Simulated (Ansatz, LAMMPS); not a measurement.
# Amorphous Hg33S25Se8 (66 atoms): support functions against a reference, part 2 of 2

Aim: test how closely localised support functions follow the reference on amorphous Hg33S25Se8 (66 atoms), and at what cost. A setting counts as converged where the r.m.s. difference of forces stays under 1 % of the r.m.s. force.

Ansatz 0.2.0; Kohn-Sham DFT, PBE, PAW (set soft_2), plane waves.

The cell: 33 Hg, 25 S and 8 Se. The quench rate of 10 K/ps is many orders above laboratory rates. The starting topology of bonds comes from the classical model. Sampling is at Γ alone, for a cell whose shortest periodic width is 12 Å. The levels lack spin–orbit coupling.

So far. Step 8 (Support functions medium, radius 4.61 Å): Forces differ from the reference by 0.45 meV/Å r.m.s., 0.12 % of their size, well within a tolerance of 1 %; the energy by -1.5 meV/atom. It took 84 s and 19 cycles; the reference's time can't be set against it, since the two runs asked for unlike analyses. Step 9 (Other settings): Forces differ from the reference by 0.005 meV/Å r.m.s., 0.0014 % of their size, well within a tolerance of 1 %.

**11. The reference in detail (continued)**

Valence density in the bc plane at fractional x = 0.615, with atoms of Hg and S and Se within 0.2 Å of it. It is the smooth field of the valence electrons, not physical close to the nuclei.

Ten steps, logarithmic in the rise over the least value, from '0' (0 e/Å³) to '9' (21 e/Å³), each cell a mean:
```
2332331100000000024676410000000001
2333321110000001136898520000000001
1111111222111222235787520000001111
1100012332223333222444210000012332
1000001222123333211111000000012333
1000000111112333210000000000001222
0000000000001111100000000000000110
0000001110000001122110000000000000
0000124442100012333321000000011100
0001257874200013322321100011233211
0001368985200012333321000012488631
0000246653100001222210000112599731
0000112221000000011100111112355421
1000112211000000000011111111122211
3211233332000000000122211000001123
5322332332100000001233211000001245
5322233332100000001222210000001245
2111123321000000000111100000001122
1000011222100000000000000000011222
1000012465420000000000000000124543
2100014688631000000000000000136874
2111113677531000000000000000135653
2233222344210000000110000000012222
2333331111100000001222100000000011
```
Columns run along b (12.0 Å), rows up along c (12.0 Å). Atoms in or near the plane, at fractional coordinates: Hg at (0.21, 0.56), Hg at (0.59, 0.92), S at (0.19, 0.34), S at (0.52, 0.59), S at (0.08, 0.98), Se at (0.88, 0.52).

Within 0.4 eV of the Fermi level the largest share is S p (58 % of the projected weight).

**12. Distances and neighbours**

Bonds and neighbours are counted at the geometry of the runs.

Density 7.67 g/cm³, 26.41 Å³ an atom.

Pair distribution functions g(r), in bins of 0.2 Å:

| r (Å) | total | Hg-Hg | Hg-S | Hg-Se | S-S | S-Se | Se-Se |
| --- | --- | --- | --- | --- | --- | --- | --- |
| 2.50 | 1.11 | 0.00 | 2.94 | 0.00 | 0.00 | 0.00 | 0.00 |
| 2.70 | 3.71 | 0.00 | 7.22 | 7.56 | 0.00 | 0.48 | 0.00 |
| 2.90 | 0.64 | 0.00 | 0.50 | 2.54 | 1.00 | 0.00 | 0.00 |
| 3.10 | 0.66 | 0.13 | 0.09 | 1.08 | 2.56 | 0.00 | 6.81 |
| 3.30 | 0.58 | 1.03 | 0.47 | 0.00 | 0.80 | 0.00 | 2.08 |
| 3.50 | 0.77 | 2.37 | 0.07 | 0.22 | 0.91 | 0.00 | 0.00 |
| 3.70 | 0.72 | 1.31 | 0.48 | 0.56 | 0.81 | 0.26 | 0.00 |
| 3.90 | 1.15 | 1.67 | 0.89 | 1.21 | 0.56 | 1.58 | 1.48 |
| 4.10 | 1.23 | 2.04 | 0.75 | 0.32 | 1.99 | 1.03 | 1.34 |
| 4.30 | 1.64 | 1.85 | 1.19 | 0.70 | 2.51 | 2.83 | 1.22 |
| 4.50 | 1.14 | 1.00 | 0.78 | 0.93 | 1.88 | 2.24 | 0.00 |
| 4.70 | 1.11 | 0.86 | 1.10 | 1.32 | 1.30 | 1.12 | 1.94 |
| 4.90 | 0.94 | 0.85 | 0.98 | 1.09 | 0.64 | 1.02 | 2.77 |
| 5.10 | 0.77 | 0.64 | 0.84 | 1.10 | 0.67 | 0.67 | 0.00 |
| 5.30 | 0.85 | 0.77 | 0.90 | 1.12 | 0.55 | 0.98 | 0.78 |
| 5.50 | 0.69 | 0.59 | 0.78 | 0.52 | 0.58 | 1.03 | 0.69 |
| 5.70 | 0.99 | 0.78 | 1.34 | 1.20 | 0.41 | 0.74 | 0.69 |
| 5.90 | 1.03 | 0.73 | 1.15 | 1.29 | 1.14 | 0.90 | 0.61 |

Bonds by pair of elements; cutoffs follow the first minimum of g(r), held within bounds set by covalent radii, and pairs that aren't listed don't count as bonded:

| pair A-B | cutoff (Å) | bonds | mean length (Å) | spread (Å) | shortest (Å) | B about A | A about B |
| --- | --- | --- | --- | --- | --- | --- | --- |
| Hg-S | 3.08 | 90 | 2.67 | 0.086 | 2.53 | 2.73 | 3.6 |
| Hg-Se | 3.35 | 33 | 2.80 | 0.151 | 2.63 | 1 | 4.12 |

How many atoms have how many bonded neighbours:

| element | mean | 1 | 3 | 4 | 5 |
| --- | --- | --- | --- | --- | --- |
| Hg | 3.73 | 0 | 9 | 24 | 0 |
| S | 3.6 | 1 | 12 | 7 | 5 |
| Se | 4.12 | 0 | 1 | 5 | 2 |

Rings of the network by King's shortest-path rule, up to 12 atoms, one path for each pair of neighbours; H, halogens, alkali and alkaline-earth atoms are left out, and the last column divides by all other atoms, bonded or not:

| ring size (atoms) | rings | per network atom |
| --- | --- | --- |
| 4 | 19 | 0.288 |
| 6 | 51 | 0.773 |
| 8 | 54 | 0.818 |
| 10 | 5 | 0.076 |

For some of the pairs, g(r) has its first main peak near 2.6 Å (Hg-S), 2.7 Å (Hg-Se) and 3.1 Å (S-S). Counting bonds as in the table, 73 % of Hg atoms have 4, 48 % of S atoms have 3 and 62 % of Se atoms have 4 bonded neighbours. Rings of 8 atoms are the most common (42 % of those counted); sizes run from 4 to 10.

The surroundings of Se62, which has 3 bonded neighbours where the commonest count for Se is 4, nearest first, numbered as they follow in the input and with coordinates relative to it.

| atom | x | y | z | distance (Å) | bonds | Fx | Fy | Fz (eV/Å) |
| --- | --- | --- | --- | --- | --- | --- | --- | --- |
| Se62 | 0.00 | 0.00 | 0.00 | 0.00 | 3 | 0.56 | -0.62 | -0.40 |
| Hg6 | -0.13 | -2.50 | 0.87 | 2.65 | 3 | 0.42 | 0.08 | 0.28 |
| Hg14 | -0.09 | 0.81 | 2.75 | 2.87 | 4 | -0.03 | -0.24 | 0.31 |
| Hg7 | 1.44 | -1.30 | -2.13 | 2.88 | 4 | -0.33 | 0.46 | 0.04 |
| Se65 | 2.41 | 1.85 | 0.09 | 3.04 | 4 | -0.18 | 0.71 | 0.55 |
| Se63 | -2.02 | 1.47 | -1.85 | 3.11 | 4 | -0.27 | 0.33 | -0.26 |
| Hg15 | -2.76 | -1.31 | -2.29 | 3.82 | 4 | -0.29 | -0.40 | -0.26 |
| Se61 | -2.56 | -2.85 | -0.14 | 3.83 | 4 | -0.54 | -0.20 | -0.29 |
| Hg23 | -1.85 | 3.43 | 0.00 | 3.90 | 3 | -0.10 | 0.23 | 0.26 |
| S55 | 2.16 | -0.34 | 3.69 | 4.29 | 4 | -0.39 | 0.62 | -0.27 |
| S44 | -2.62 | -0.08 | 3.45 | 4.34 | 4 | -0.10 | 0.03 | 0.19 |
| Hg5 | 3.93 | 0.64 | 1.88 | 4.40 | 4 | 0.24 | -0.65 | 0.40 |
| Hg16 | 1.18 | 4.24 | 0.00 | 4.40 | 3 | -0.01 | 0.20 | 0.43 |
| S56 | -2.72 | 2.74 | 2.31 | 4.50 | 3 | -0.51 | 0.31 | -1.06 |
| S38 | -1.27 | -2.86 | 3.30 | 4.55 | 4 | 0.28 | -0.48 | 0.28 |
| Hg26 | 3.22 | 2.27 | -2.38 | 4.60 | 4 | 0.35 | -0.56 | -0.58 |
| Hg18 | -0.65 | 2.78 | -3.67 | 4.65 | 3 | 0.15 | -0.34 | -0.23 |
| Hg17 | -3.98 | -1.64 | 1.81 | 4.66 | 4 | 0.03 | 0.22 | 0.08 |

The column of bonds counts only the pairs Hg-S within 3.08 Å, Hg-Se within 3.35 Å; other neighbours, such as metal atoms beside each other in a compound, aren't counted, and periodic images can show an atom twice.

**13. Summary of results**

| Item | Value |
| --- | --- |
| free energy per atom | -7911.1529 eV/atom |
| pressure | 0.5219 GPa |
| r.m.s. force component | 0.3626 eV/Å |
| wall time of the 6 DFT runs | 5.8 min |

In words: Against plane waves at 420 eV, the forces differ by 0.54 meV/Å (0.15 %) with support functions medium, and by 0.45 meV/Å in the closest run (support functions medium, radius 4.61 Å). At 66 atoms the fastest of the runs at a preset level, support functions low, takes roughly 3.2 times the time of plane waves (whose run also made extra analyses, so the like-for-like ratio is larger), in 15 SCF cycles against 11. Differences between support functions and plane waves include what basis error the plane-wave run still has.

Counting bands leaves a spacing of only 0.11 eV (at Γ alone), which the smearing bridges: 3 levels are partly filled by over 2 %, so a gap, if any, is small at this level. Counting bonds as in the table, 73 % of Hg atoms have 4, 48 % of S atoms have 3 and 62 % of Se atoms have 4 bonded neighbours.

What to keep in mind: The geometry was minimised with a classical potential after classical dynamics and isn't relaxed at this level: its force components are 0.36 eV/Å r.m.s.

[Logs are printed without paths, hosts, clocks, repeated set-up lines and the standing remarks that a program may print on its own settings, such as how far it seeks lower states.]

[Hosts, paths, dates, database ids (printed as entryN), source tags and the programs' standing remarks are cut or masked in the printed files.]
